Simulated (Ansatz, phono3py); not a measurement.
# NaI (Fm-3m): solver, mesh and scattering choices in phono3py, part 2 of 5

Aim: with force constants in hand, see how mesh, solver, isotopes and boundaries change the conductivity of NaI.

Measurements to reproduce:
- thermal conductivity 1.8 W/m/K near room temperature (given in “Combining the AFLOW GIBBS and Elastic Libraries to efficiently and robustly screen thermo-mechanical properties of solids”, 2017, arXiv:1611.05714)
- thermal conductivity 1.8 W/m/K near room temperature (given in “Predicting the lattice thermal conductivity of solids by solving the Boltzmann transport equation: AFLOW - AAPL an automated, accurate and efficient framework”, 2017, arXiv:1611.05481)

phono3py 4.10.0; DFT LDA, scalar-relativistic, plane waves, PAW; phono3py on Ansatz's force constants.

So far, κ at 300 K (W/m/K): step 2 (relaxation-time solution) 4.04; step 4 (isotopes none) 4.04; step 5 (q-mesh of the transport sums 3×3×3) 9.74; step 6 (q-mesh of the transport sums 7×7×7) 6.08.

## Step 7: Another q-mesh, third order supercell 3×3×3, supercell 6×6×6 (run 3)

The q-mesh of the transport sums changes, with the same scattering terms.

File phono3py.yaml:

```yaml
phono3py:
  version: "4.10.0"
  frequency_unit_conversion_factor: 15.633302
  symmetry_tolerance: 1.00000e-05

physical_unit:
  atomic_mass: "AMU"
  length: "angstrom"

space_group:
  type: "Fm-3m"
  number: 225
  Hall_symbol: "-F 4 2 3"

primitive_matrix:
- [  1.000000000000000,  0.000000000000000,  0.000000000000000 ]
- [  0.000000000000000,  1.000000000000000,  0.000000000000000 ]
- [  0.000000000000000,  0.000000000000000,  1.000000000000000 ]

supercell_matrix:
- [   3,   0,   0 ]
- [   0,   3,   0 ]
- [   0,   0,   3 ]

# [primitive_cell block left out]
unit_cell:
  lattice:
  - [     0.000000000000000,     3.130543232700000,     3.130543232700000 ] # a
  - [     3.130543232700000,     0.000000000000000,     3.130543232700000 ] # b
  - [     3.130543232700000,     3.130543232700000,     0.000000000000000 ] # c
  points:
  - symbol: Na # 1
    coordinates: [  0.000000000000000,  0.000000000000000,  0.000000000000000 ]
    mass: 22.989769
    reduced_to: 1
  - symbol: I # 2
    coordinates: [  0.500000000000000,  0.500000000000000,  0.500000000000000 ]
    mass: 126.904470
    reduced_to: 2

# [supercell block left out]
phonon_supercell_matrix:
- [   6,   0,   0 ]
- [   0,   6,   0 ]
- [   0,   0,   6 ]

# [phonon_primitive_cell block left out]
# [phonon_supercell block left out]
nac:
  born_effective_charge:
  - # 1 (Na)
    - [  1.165172882023849,  0.000000000000000,  0.000000000000000 ]
    - [  0.000000000000000,  1.165172882023849,  0.000000000000000 ]
    - [  0.000000000000000,  0.000000000000000,  1.165172882023849 ]
  - # 2 (I)
    - [ -1.165172882023849,  0.000000000000000,  0.000000000000000 ]
    - [  0.000000000000000, -1.165172882023849,  0.000000000000000 ]
    - [  0.000000000000000,  0.000000000000000, -1.165172882023849 ]
  dielectric_constant:
    - [  3.615323588478362,  0.000000000000000,  0.000000000000000 ]
    - [  0.000000000000000,  3.615323588478362,  0.000000000000000 ]
    - [  0.000000000000000,  0.000000000000000,  3.615323588478362 ]
  unit_conversion_factor: 14.399645
```

Started as:

```sh
$ phono3py phono3py.yaml --mesh 9 9 9 --br --isotope --ts 100 300
```

The log of the run:

```text
[banner, memory and clock lines left out]
Rust backend (phonors) using rayon (16 threads).
Running in phono3py.load mode.
Spglib version 2.8.0
----------------------------- General settings -----------------------------
Run mode: conductivity-RTA
HDF5 data compression filter: gzip
Crystal structure was read from "phono3py.yaml".
Supercell (dim): [3 3 3]
Phonon supercell (dim-fc2): [6 6 6]
Primitive matrix:
  [1. 0. 0.]
  [0. 1. 0.]
  [0. 0. 1.]
Spacegroup: Fm-3m (225)
Use -v option to watch primitive cell, unit cell, and supercell structures.
[...]
Number of triplets: 205
Frequency     group velocity (x, y, z)     |gv|
[...]
4.140   (  -0.000    1.977    0.423)    2.022
   4.272   (   0.000    0.122   -7.259)    7.260
=================== End of collection of collisions ===================
----------- Thermal conductivity (W/m-k) with tetrahedron method -----------
#  T(K)        xx         yy         zz         yz         xz         xy
  100.0      15.863     15.863     15.863     -0.000     -0.000      0.000
  300.0       4.653      4.653      4.653     -0.000     -0.000      0.000

Thermal conductivity related properties were written into
"kappa-m999.hdf5".
Summary of calculation was written in "phono3py.yaml".
```

Wall time 2.7 s (16 threads of Intel Xeon 6975P-C (Granite Rapids), shared host); peak memory 0.21 GiB; 4.8 s of CPU time.

This mesh is too coarse for the transport sums: κ at 300 K comes out at 4.65 against 4.04 W/(m K) in the base run.

## Step 8: Another q-mesh, third order supercell 3×3×3, supercell 6×6×6 (run 4)

The q-mesh of the transport sums changes, with the same scattering terms.

phono3py.yaml is that of step 7.

Started as:

```sh
$ phono3py phono3py.yaml --mesh 13 13 13 --br --isotope --ts 100 300
```

The log of the run:

```text
[banner, memory and clock lines left out]
Rust backend (phonors) using rayon (16 threads).
Running in phono3py.load mode.
Spglib version 2.8.0
----------------------------- General settings -----------------------------
Run mode: conductivity-RTA
HDF5 data compression filter: gzip
Crystal structure was read from "phono3py.yaml".
Supercell (dim): [3 3 3]
Phonon supercell (dim-fc2): [6 6 6]
Primitive matrix:
  [1. 0. 0.]
  [0. 1. 0.]
  [0. 0. 1.]
Spacegroup: Fm-3m (225)
Use -v option to watch primitive cell, unit cell, and supercell structures.
[...]
Number of triplets: 595
Frequency     group velocity (x, y, z)     |gv|
[...]
4.147   (  -0.000    1.967    0.309)    1.991
   4.233   (   0.000   -0.438   -6.854)    6.868
=================== End of collection of collisions ===================
----------- Thermal conductivity (W/m-k) with tetrahedron method -----------
#  T(K)        xx         yy         zz         yz         xz         xy
  100.0      14.631     14.631     14.631     -0.000      0.000      0.000
  300.0       4.281      4.281      4.281     -0.000      0.000      0.000

Thermal conductivity related properties were written into
"kappa-m131313.hdf5".
Summary of calculation was written in "phono3py.yaml".
```

Wall time 3.6 s (16 threads); peak memory 0.21 GiB; 17 s of CPU time.

κ at 300 K goes from 4.04 in the base run to 4.28 W/(m K).

## Step 9: Another q-mesh, third order supercell 3×3×3, supercell 6×6×6 (run 5)

The q-mesh of the transport sums changes, with the same scattering terms.

phono3py.yaml is that of step 8.

Started as:

```sh
$ phono3py phono3py.yaml --mesh 15 15 15 --br --isotope --ts 100 300
```

The log of the run:

```text
[banner, memory and clock lines left out]
Rust backend (phonors) using rayon (16 threads).
Running in phono3py.load mode.
Spglib version 2.8.0
----------------------------- General settings -----------------------------
Run mode: conductivity-RTA
HDF5 data compression filter: gzip
Crystal structure was read from "phono3py.yaml".
Supercell (dim): [3 3 3]
Phonon supercell (dim-fc2): [6 6 6]
Primitive matrix:
  [1. 0. 0.]
  [0. 1. 0.]
  [0. 0. 1.]
Spacegroup: Fm-3m (225)
Use -v option to watch primitive cell, unit cell, and supercell structures.
[...]
Number of triplets: 904
Frequency     group velocity (x, y, z)     |gv|
[...]
4.169   (   0.297   -1.734    0.000)    1.759
   4.213   (  -7.317    1.144    0.000)    7.406
=================== End of collection of collisions ===================
----------- Thermal conductivity (W/m-k) with tetrahedron method -----------
#  T(K)        xx         yy         zz         yz         xz         xy
  100.0      14.219     14.219     14.219     -0.000      0.000      0.000
  300.0       4.162      4.162      4.162     -0.000      0.000      0.000

Thermal conductivity related properties were written into
"kappa-m151515.hdf5".
Summary of calculation was written in "phono3py.yaml".
```

The job ended after 5.6 s (16 threads; peak memory 0.21 GiB).

κ at 300 K goes from 4.04 in the base run to 4.16 W/(m K).

## Step 10: Another q-mesh, third order supercell 3×3×3, supercell 6×6×6 (run 6)

The q-mesh of the transport sums changes, with the same scattering terms.

phono3py.yaml is that of step 9.

Started as:

```sh
$ phono3py phono3py.yaml --mesh 19 19 19 --br --isotope --ts 100 300
```

The log of the run:

```text
[banner, memory and clock lines left out]
Rust backend (phonors) using rayon (16 threads).
Running in phono3py.load mode.
Spglib version 2.8.0
----------------------------- General settings -----------------------------
Run mode: conductivity-RTA
HDF5 data compression filter: gzip
Crystal structure was read from "phono3py.yaml".
Supercell (dim): [3 3 3]
Phonon supercell (dim-fc2): [6 6 6]
Primitive matrix:
  [1. 0. 0.]
  [0. 1. 0.]
  [0. 0. 1.]
Spacegroup: Fm-3m (225)
Use -v option to watch primitive cell, unit cell, and supercell structures.
[...]
Number of triplets: 1810
Frequency     group velocity (x, y, z)     |gv|
[...]
4.168   (   0.235   -1.764    0.000)    1.780
   4.198   (  -7.055    1.181    0.000)    7.153
=================== End of collection of collisions ===================
----------- Thermal conductivity (W/m-k) with tetrahedron method -----------
#  T(K)        xx         yy         zz         yz         xz         xy
  100.0      13.614     13.614     13.614     -0.000     -0.000      0.000
  300.0       3.972      3.972      3.972     -0.000     -0.000      0.000

Thermal conductivity related properties were written into
"kappa-m191919.hdf5".
Summary of calculation was written in "phono3py.yaml".
```

It took 12 s on 16 threads; peak memory 0.21 GiB.

W/m/K. Kappa, by row:

| T (K) | xx | yy | zz | yz | xz | xy |
| --- | --- | --- | --- | --- | --- | --- |
| 100 | 13.61 | 13.61 | 13.61 | 0 | 0 | 0 |
| 300 | 3.972 | 3.972 | 3.972 | 0 | 0 | 0 |

κ at 300 K goes from 4.04 in the base run to 3.97 W/(m K).

## Step 11: Another q-mesh, third order supercell 3×3×3, supercell 6×6×6 (run 7)

The q-mesh of the transport sums changes, with the same scattering terms.

phono3py.yaml is that of step 10.

Started as:

```sh
$ phono3py phono3py.yaml --mesh 25 25 25 --br --isotope --ts 100 300
```

The log of the run:

```text
[banner, memory and clock lines left out]
Rust backend (phonors) using rayon (16 threads).
Running in phono3py.load mode.
Spglib version 2.8.0
----------------------------- General settings -----------------------------
Run mode: conductivity-RTA
HDF5 data compression filter: gzip
Crystal structure was read from "phono3py.yaml".
Supercell (dim): [3 3 3]
Phonon supercell (dim-fc2): [6 6 6]
Primitive matrix:
  [1. 0. 0.]
  [0. 1. 0.]
  [0. 0. 1.]
Spacegroup: Fm-3m (225)
Use -v option to watch primitive cell, unit cell, and supercell structures.
[...]
Number of triplets: 4069
Frequency     group velocity (x, y, z)     |gv|
[...]
4.154   (  -0.000    1.931    0.169)    1.939
   4.193   (   0.000   -1.072   -6.115)    6.208
=================== End of collection of collisions ===================
----------- Thermal conductivity (W/m-k) with tetrahedron method -----------
#  T(K)        xx         yy         zz         yz         xz         xy
  100.0      13.222     13.222     13.222     -0.000     -0.000      0.000
  300.0       3.844      3.844      3.844     -0.000     -0.000      0.000

Thermal conductivity related properties were written into
"kappa-m252525.hdf5".
Summary of calculation was written in "phono3py.yaml".
```

The job ended after 48 s (16 threads; peak memory 0.21 GiB; 11 min of CPU time).

κ at 300 K goes from 4.04 in the base run to 3.84 W/(m K).

## Step 12: Another q-mesh, third order supercell 3×3×3, supercell 6×6×6 (run 8)

The q-mesh of the transport sums changes, with the same scattering terms.

phono3py.yaml is that of step 11.

Started as:

```sh
$ phono3py phono3py.yaml --mesh 33 33 33 --br --isotope --ts 100 300
```

The log of the run:

```text
[banner, memory and clock lines left out]
Rust backend (phonors) using rayon (16 threads).
Running in phono3py.load mode.
Spglib version 2.8.0
----------------------------- General settings -----------------------------
Run mode: conductivity-RTA
HDF5 data compression filter: gzip
Crystal structure was read from "phono3py.yaml".
Supercell (dim): [3 3 3]
Phonon supercell (dim-fc2): [6 6 6]
Primitive matrix:
  [1. 0. 0.]
  [0. 1. 0.]
  [0. 0. 1.]
Spacegroup: Fm-3m (225)
Use -v option to watch primitive cell, unit cell, and supercell structures.
[...]
Number of triplets: 9265
Frequency     group velocity (x, y, z)     |gv|
[...]
4.156   (  -0.000    1.918    0.130)    1.923
   4.183   (   0.000   -1.266   -5.656)    5.796
=================== End of collection of collisions ===================
----------- Thermal conductivity (W/m-k) with tetrahedron method -----------
#  T(K)        xx         yy         zz         yz         xz         xy
  100.0      12.990     12.990     12.990     -0.000     -0.000      0.000
  300.0       3.767      3.767      3.767     -0.000     -0.000      0.000

Thermal conductivity related properties were written into
"kappa-m333333.hdf5".
Summary of calculation was written in "phono3py.yaml".
```

It took 3.6 min on 16 threads; peak memory 0.21 GiB; 50 min of CPU time.

W/m/K. Kappa, by row:

| T (K) | xx | yy | zz | yz | xz | xy |
| --- | --- | --- | --- | --- | --- | --- |
| 100 | 12.99 | 12.99 | 12.99 | 0 | 0 | 0 |
| 300 | 3.767 | 3.767 | 3.767 | 0 | 0 | 0 |

κ at 300 K goes from 4.04 in the base run to 3.77 W/(m K).

## Step 13: Mesh convergence

This step: DFT LDA, scalar-relativistic, plane waves, PAW (phono3py 4.10.0).

Series, by row:

| mesh points along each axis | kappa at 100 K (W/m/K) | kappa at 300 K (W/m/K) | seconds |
| --- | --- | --- | --- |
| 3 | 32.6 | 9.745 | 2.46 |
| 7 | 21.18 | 6.078 | 2.53 |
| 9 | 15.86 | 4.653 | 2.7 |
| 13 | 14.63 | 4.281 | 3.63 |
| 15 | 14.22 | 4.162 | 5.63 |
| 19 | 13.61 | 3.972 | 12.11 |
| 25 | 13.22 | 3.844 | 48.26 |
| 33 | 12.99 | 3.767 | 218.5 |

## Step 14: Boundary scattering, third order supercell 3×3×3, supercell 6×6×6

A boundary term v/L is added to each rate, a simple model of grains or a thin sample.

This step: DFT LDA, scalar-relativistic, plane waves, PAW; phono3py on Ansatz's force constants (phono3py 4.10.0).

phono3py.yaml is that of step 12.

Started as:

```sh
$ phono3py phono3py.yaml --mesh 17 17 17 --br --isotope --boundary-mfp 0.01 --ts 100 150 200 300 400 500
```

The log of the run:

```text
[banner, memory and clock lines left out]
Rust backend (phonors) using rayon (16 threads).
Running in phono3py.load mode.
Spglib version 2.8.0
----------------------------- General settings -----------------------------
Run mode: conductivity-RTA
HDF5 data compression filter: gzip
Crystal structure was read from "phono3py.yaml".
Supercell (dim): [3 3 3]
Phonon supercell (dim-fc2): [6 6 6]
Primitive matrix:
  [1. 0. 0.]
  [0. 1. 0.]
  [0. 0. 1.]
Spacegroup: Fm-3m (225)
Use -v option to watch primitive cell, unit cell, and supercell structures.
NAC parameters were read from "phono3py.yaml".
fc3 was read from "fc3.hdf5".
fc2 was read from "fc2.hdf5".
----------------------------- Force constants ------------------------------
Max drift of fc3: 0.00000000 (zzz) 0.00000000 (zzz) 0.00000000 (zzz)
Max drift of fc2: -0.00000000 (xx) -0.00000000 (xx)
--------------------------- Calculation settings ---------------------------
Non-analytical term correction (NAC): True
NAC unit conversion factor:  14.39964
BZ integration: Tetrahedron-method
Temperature:  100.0  150.0  200.0  300.0  400.0 ... 500.0
Cutoff frequency: 0.01
Mesh sampling: [ 17 17 17 ]
Generating grid system ... [ 17 17 17 ]
fc3-r2q-transformation over three atoms: True
--------------------------- Phonon calculations ----------------------------
  PRB 50, 13035(R) (1994), PRB 55, 10355 (1997)
  G-cutoff distance: 1.05, Number of G-points: 307, Lambda: 0.21
Running harmonic phonon calculations...
-------------------- Lattice thermal conductivity (RTA) --------------------
Running heat capacity calculations...
Running velocity calculations...
Running isotope scattering calculations with tetrahedron method...
======================= Grid point 0 (1/165) =======================
q-point: ( 0.00  0.00  0.00)
Boundary mean free path (micrometer): 0.01000
Mass variance parameters: 0.00e+00 0.00e+00
Number of triplets: 165
Frequency     group velocity (x, y, z)     |gv|
   0.000   (   0.000    0.000    0.000)    0.000
   0.000   (   0.000    0.000    0.000)    0.000
   0.000   (   0.000    0.000    0.000)    0.000
   3.917   (   0.000    0.000    0.000)    0.000
   3.917   (   0.000    0.000    0.000)    0.000
   3.917   (   0.000    0.000    0.000)    0.000
======================= Grid point 1 (2/165) =======================
q-point: ( 0.06  0.00  0.00)
Boundary mean free path (micrometer): 0.01000
Mass variance parameters: 0.00e+00 0.00e+00
Number of triplets: 489
Frequency     group velocity (x, y, z)     |gv|
   0.304   ( -10.682   10.682   10.682)   18.501
   0.304   ( -10.682   10.682   10.682)   18.501
   0.447   ( -15.669   15.669   15.669)   27.139
   3.910   (   0.433   -0.433   -0.433)    0.751
   3.910   (   0.433   -0.433   -0.433)    0.751
   5.406   (   0.081   -0.081   -0.081)    0.141
[162 grid points left out]
======================= Grid point 1322 (165/165) =======================
q-point: ( 0.71  0.47  0.24)
Boundary mean free path (micrometer): 0.01000
Mass variance parameters: 0.00e+00 0.00e+00
Number of triplets: 1305
Frequency     group velocity (x, y, z)     |gv|
   1.486   (  -0.000    5.559    0.466)    5.578
   1.558   (   0.000   -4.915   -4.399)    6.596
   1.997   (  -0.000    2.827   -0.512)    2.872
   4.074   (   0.000   -0.738    6.098)    6.142
   4.151   (  -0.000    1.953    0.243)    1.968
   4.213   (   0.000   -0.737   -6.587)    6.628
=================== End of collection of collisions ===================
----------- Thermal conductivity (W/m-k) with tetrahedron method -----------
#  T(K)        xx         yy         zz         yz         xz         xy
  100.0       1.744      1.744      1.744     -0.000     -0.000      0.000
  150.0       1.568      1.568      1.568     -0.000     -0.000      0.000
  200.0       1.414      1.414      1.414     -0.000     -0.000      0.000
  300.0       1.188      1.188      1.188     -0.000     -0.000      0.000
  400.0       1.033      1.033      1.033     -0.000     -0.000      0.000
  500.0       0.918      0.918      0.918     -0.000     -0.000      0.000

Thermal conductivity related properties were written into
"kappa-m171717.hdf5".
Summary of calculation was written in "phono3py.yaml".
```

Wall time 7.4 s (16 threads); peak memory 0.21 GiB; 66 s of CPU time.

This step gave:

```yaml
kappa_at_300_k: 1.188 W/m/K
kappa_xx_yy_zz_at_300_k: 1.188, 1.188, 1.188 W/m/K
```

W/m/K. Kappa, by row:

| T (K) | xx | yy | zz | yz | xz | xy |
| --- | --- | --- | --- | --- | --- | --- |
| 100 | 1.744 | 1.744 | 1.744 | 0 | 0 | 0 |
| 150 | 1.568 | 1.568 | 1.568 | 0 | 0 | 0 |
| 200 | 1.414 | 1.414 | 1.414 | 0 | 0 | 0 |
| 300 | 1.188 | 1.188 | 1.188 | 0 | 0 | 0 |
| 400 | 1.033 | 1.033 | 1.033 | 0 | 0 | 0 |
| 500 | 0.9177 | 0.9177 | 0.9177 | 0 | 0 | 0 |

κ at 300 K goes from 4.04 in the base run to 1.19 W/(m K).

## Step 15: Boundary scattering, third order supercell 3×3×3, supercell 6×6×6 (run 2)

A boundary term v/L is added to each rate, a simple model of grains or a thin sample.

phono3py.yaml is that of step 14.

Started as:

```sh
$ phono3py phono3py.yaml --mesh 17 17 17 --br --isotope --boundary-mfp 0.03 --ts 100 150 200 300 400 500
```

The log of the run:

```text
[banner, memory and clock lines left out]
Rust backend (phonors) using rayon (16 threads).
Running in phono3py.load mode.
Spglib version 2.8.0
----------------------------- General settings -----------------------------
Run mode: conductivity-RTA
HDF5 data compression filter: gzip
Crystal structure was read from "phono3py.yaml".
Supercell (dim): [3 3 3]
Phonon supercell (dim-fc2): [6 6 6]
Primitive matrix:
  [1. 0. 0.]
  [0. 1. 0.]
  [0. 0. 1.]
Spacegroup: Fm-3m (225)
Use -v option to watch primitive cell, unit cell, and supercell structures.
[...]
#  T(K)        xx         yy         zz         yz         xz         xy
  100.0       3.593      3.593      3.593     -0.000     -0.000      0.000
  150.0       2.949      2.949      2.949     -0.000     -0.000      0.000
  200.0       2.512      2.512      2.512     -0.000     -0.000      0.000
  300.0       1.959      1.959      1.959     -0.000     -0.000      0.000
  400.0       1.620      1.620      1.620     -0.000     -0.000      0.000
  500.0       1.388      1.388      1.388     -0.000     -0.000      0.000

Thermal conductivity related properties were written into
"kappa-m171717.hdf5".
Summary of calculation was written in "phono3py.yaml".
```

It took 7.4 s on 16 threads; peak memory 0.21 GiB.

This step gave:

| Property | Result |
| --- | --- |
| κ at 300 K | 1.959 W/m/K |
| κ xx, yy, zz at 300 K | 1.959, 1.959, 1.959 W/m/K |

W/m/K. Kappa, by row:

| T (K) | xx | yy | zz | yz | xz | xy |
| --- | --- | --- | --- | --- | --- | --- |
| 100 | 3.593 | 3.593 | 3.593 | 0 | 0 | 0 |
| 150 | 2.949 | 2.949 | 2.949 | 0 | 0 | 0 |
| 200 | 2.512 | 2.512 | 2.512 | 0 | 0 | 0 |
| 300 | 1.959 | 1.959 | 1.959 | 0 | 0 | 0 |
| 400 | 1.62 | 1.62 | 1.62 | 0 | 0 | 0 |
| 500 | 1.388 | 1.388 | 1.388 | 0 | 0 | 0 |

κ at 300 K goes from 4.04 in the base run to 1.96 W/(m K).

(Continued in part 3 of 5.)

[Logs are printed without paths, hosts, clocks, repeated set-up lines and the standing remarks that a program may print on its own settings, such as how far it seeks lower states.]

[Hosts, paths, dates, database ids (printed as entryN), source tags and the programs' standing remarks are cut or masked in the printed files.]

[A step with changed settings may run another functional than the one named; its input shows which.]
